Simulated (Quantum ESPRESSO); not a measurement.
## SiC (Moissanite 3C): from Born charge to LO-TO splitting

How high does the longitudinal optical mode of SiC (Moissanite 3C) lie, given the transverse one, the Born charge and ε∞?

Main program and level: Quantum ESPRESSO 8.0 development, patched; DFT LDA, scalar-relativistic, plane waves, PseudoDojo norm-conserving pseudopotentials.

## Step 1: The relaxed structure

The structure is cubic, space group F-43m (No. 216). The conventional cell has a = 4.326 Å, b = 4.326 Å, c = 4.326 Å, α = 90.00°, β = 90.00°, γ = 90.00°. Nearest to Si lie 4 C at 1.87 Å. Nearest to C lie 4 Si at 1.87 Å. Farther neighbours are not listed.

This is the cell after its relaxation at this level of theory, not the database cell from which that began.

## Step 2: What the response run gave

A linear-response run on the relaxed cell, with the response to an electric field; only its zone-centre results are used. Cutoff 82 Ry, k mesh 12×12×12.

The program printed:

```text
[banners, grids, parts of the stress and lines that vanish by symmetry left out]
Program PHONON v.8.0dev
     Dynamical matrices for q-points given in input
     (   1q-points):
[...]
Exchange-correlation= PW
                           (   1   4   0   0   0   0   0)
[...]
kinetic-energy cut-off    =      82.0000  Ry
     charge density cut-off    =     328.0000  Ry
     convergence threshold     =      1.0E-18
[...]
Exchange-correlation= PW
                           (   1   4   0   0   0   0   0)
[...]
q = (   0.0000000   0.0000000   0.0000000 )
     25 Sym.Ops. (with q -> -q+G )
     G cutoff =  555.1392  (  13731 G-vectors)     FFT grid: ( 36, 36, 36)
     number of k points=    72
[...]
Mode symmetry, T_d (-43m)  point group:
[...]
Dielectric constant
[...]
End of electric fields calculation
          Dielectric constant in cartesian axis
          (       6.879153846       0.000000000       0.000000000 )
          (      -0.000000000       6.879153846      -0.000000000 )
          (       0.000000000      -0.000000000       6.879153846 )
          Effective charges (d Force / dE) in cartesian axis without acoustic sum rule applied (asr)
           atom    1  Si    Mean Z*:        2.72190
      Ex  (        2.72190        0.00000        0.00000 )
      Ey  (        0.00000        2.72190       -0.00000 )
      Ez  (        0.00000       -0.00000        2.72190 )
           atom    2  C     Mean Z*:       -2.72344
      Ex  (       -2.72344       -0.00000       -0.00000 )
      Ey  (       -0.00000       -2.72344        0.00000 )
      Ez  (        0.00000        0.00000       -2.72344 )
          Effective charges Sum: Mean:       -0.00153
[...]
Effective charges (d Force / dE) in cartesian axis with asr applied:
           atom    1  Si    Mean Z*:        2.72267
[...]
atom    2  C     Mean Z*:       -2.72267
[...]
Dielectric constant from finite-differences
          (       6.879079106       0.000000000      -0.000000000 )
          (      -0.000000000       6.879079106       0.000000000 )
          (       0.000000000       0.000000000       6.879079106 )
[...]
(       0.000000000       0.000000000      -0.000000000 )
          (       0.000000000      -0.000000000     -16.439810530 )
          (      -0.000000000     -16.439810530      -0.000000000 )
          (      -0.000000000      -0.000000000     -16.439810530 )
          (      -0.000000000      -0.000000000       0.000000000 )
          (     -16.439810530       0.000000000       0.000000000 )
          (      -0.000000000     -16.439810530      -0.000000000 )
          (     -16.439810530       0.000000000       0.000000000 )
[...]
(      -0.000000000      -0.000000000       0.000000000 )
          (      -0.645647233      -0.000000000       0.000000000 )
          (      -0.000000000      -0.645647233      -0.000000000 )
          (      -0.645647233      -0.000000000       0.000000000 )
          (      -0.000000000       0.000000000      -0.000000000 )
[...]
Representation #   1 modes #   1   2   3
[...]
End of self-consistent calculation
     Convergence has been achieved
     Representation #   2 modes #   4   5   6
[...]
End of self-consistent calculation
     Convergence has been achieved
[...]
Dielectric constant in cartesian axis
          (       6.879153846       0.000000000       0.000000000 )
          (      -0.000000000       6.879153846      -0.000000000 )
          (       0.000000000      -0.000000000       6.879153846 )
          Effective charges (d Force / dE) in cartesian axis without acoustic sum rule applied (asr)
           atom    1  Si    Mean Z*:        2.72190
      Ex  (        2.72190        0.00000        0.00000 )
      Ey  (        0.00000        2.72190       -0.00000 )
      Ez  (        0.00000       -0.00000        2.72190 )
           atom    2  C     Mean Z*:       -2.72344
      Ex  (       -2.72344       -0.00000       -0.00000 )
      Ey  (       -0.00000       -2.72344        0.00000 )
      Ez  (        0.00000        0.00000       -2.72344 )
          Effective charges Sum: Mean:       -0.00153
[...]
Effective charges (d Force / dE) in cartesian axis with asr applied:
           atom    1  Si    Mean Z*:        2.72267
[...]
atom    2  C     Mean Z*:       -2.72267
[...]
q = (    0.000000000   0.000000000   0.000000000 )
[...]
freq (    1) =       0.021419 [THz] =       0.714477 [cm-1]
     freq (    2) =       0.021419 [THz] =       0.714477 [cm-1]
     freq (    3) =       0.021419 [THz] =       0.714477 [cm-1]
     freq (    4) =      23.926763 [THz] =     798.110913 [cm-1]
     freq (    5) =      23.926763 [THz] =     798.110913 [cm-1]
     freq (    6) =      23.926763 [THz] =     798.110913 [cm-1]
[...]
Mode symmetry, T_d (-43m)  point group:
     freq (   1-   3) =          0.7  [cm-1]   --> T_2  G_15 P_4   I+R
     freq (   4-   6) =        798.1  [cm-1]   --> T_2  G_15 P_4   I+R

   JOB DONE.
```

| quantity | value |
| --- | --- |
| cell volume Ω (Å³) | 20.234 |
| mass of Si (u) | 28.085 |
| mass of C (u) | 12.011 |
| Born charge of Si, raw (e) | 2.722 |
| Born charge of C, raw (e) | -2.723 |
| ε∞ | 6.879 |
| ω(TO) after the sum rule (cm⁻¹) | 798.1 |

## Step 3: The calculation

The charges must sum to zero over the cell; taking off their mean, -0.001 e, leaves Z* = 2.723 e on Si. In the polar mode Si moves against C, so the reduced mass is μ = 28.09 × 12.01 / 40.10 = 8.413 u.

A longitudinal wave builds up a field that adds to the restoring force: ω(LO)² = ω(TO)² + 4π Z*² / (μ Ω ε∞), in Hartree atomic units. With μ = 15336 electron masses and Ω = 136.54 bohr³ the second term is 6.4665e-06 Ha², or 311487 cm⁻² (1 Ha = 219474.6 cm⁻¹).

So ω(LO) = √(636980 + 311487) = 973.9 cm⁻¹, and by the Lyddane-Sachs-Teller relation ε₀ = ε∞ (ω(LO)/ω(TO))² = 10.24.

## Step 4: Check against the program

The analysis program adds the same non-analytic term to the full matrix, here for q along (1 0 0).

The program printed:

```text
[banner, memory and clock lines left out]
Program DYNMAT v.8.0dev

     Reading Dynamical Matrix from file g.dyn
     ...Force constants read
     ...epsilon and Z* read
     ...Raman cross sections read

     Polarizability (A^3 units)
     multiply by 0.337870 for Clausius-Mossotti correction (not under assume_isolated = 'mt')
         9.466295   -0.000000    0.000000
         0.000000    9.466295   -0.000000
         0.000000   -0.000000    9.466295

     IR activities are in (D/A)^2/amu units
     Raman activities are in A^4/amu units
     multiply Raman by 0.013032 for Clausius-Mossotti correction (not under assume_isolated = 'mt')

# mode   [cm-1]    [THz]      IR          Raman   depol.fact
    1      0.00    0.0000    0.0000         0.0000    0.7500
    2      0.00    0.0000    0.0000         0.0000    0.7500
    3      0.00    0.0000    0.0000         0.0000    0.7500
    4    798.11   23.9267   20.3285         9.6354    0.7500
    5    798.11   23.9267   20.3285         9.6354    0.7500
    6    973.90   29.1967   20.3285         9.6354    0.7500
```

ε₀ comes from the program's run without a direction of q.

| quantity | by hand | program |
| --- | --- | --- |
| ω(LO) (cm⁻¹) | 973.9 | 973.9 |
| ε₀ | 10.24 | 10.24 |

## Step 5: What came out

- TO mode: 798.1 cm⁻¹
- LO mode: 973.9 cm⁻¹
- static dielectric constant: 10.24

**Reading.** The LO mode of SiC (Moissanite 3C) lies at 974 cm⁻¹, 176 cm⁻¹ above the TO mode; the formula meets the program within 0.1 cm⁻¹, as it must for a cubic crystal with one polar mode. ω(LO)² − ω(TO)² goes with Z*²/ε∞: an error of 5 % in ε∞ would move the LO mode by 7.6 cm⁻¹, and semilocal functionals tend to overestimate ε∞. These are harmonic values at zero temperature, at the volume of this functional, for the structure held cubic; stability elsewhere in the zone is no part of this calculation.

[Host names and launcher messages were left out of these logs when they were recorded.]

[Logs are printed without paths, hosts, clocks, repeated set-up lines and the standing remarks that a program may print on its own settings, such as how far it seeks lower states.]

[Hosts, paths, dates, database ids (printed as entryN), source tags and the programs' standing remarks are cut or masked in the printed files.]
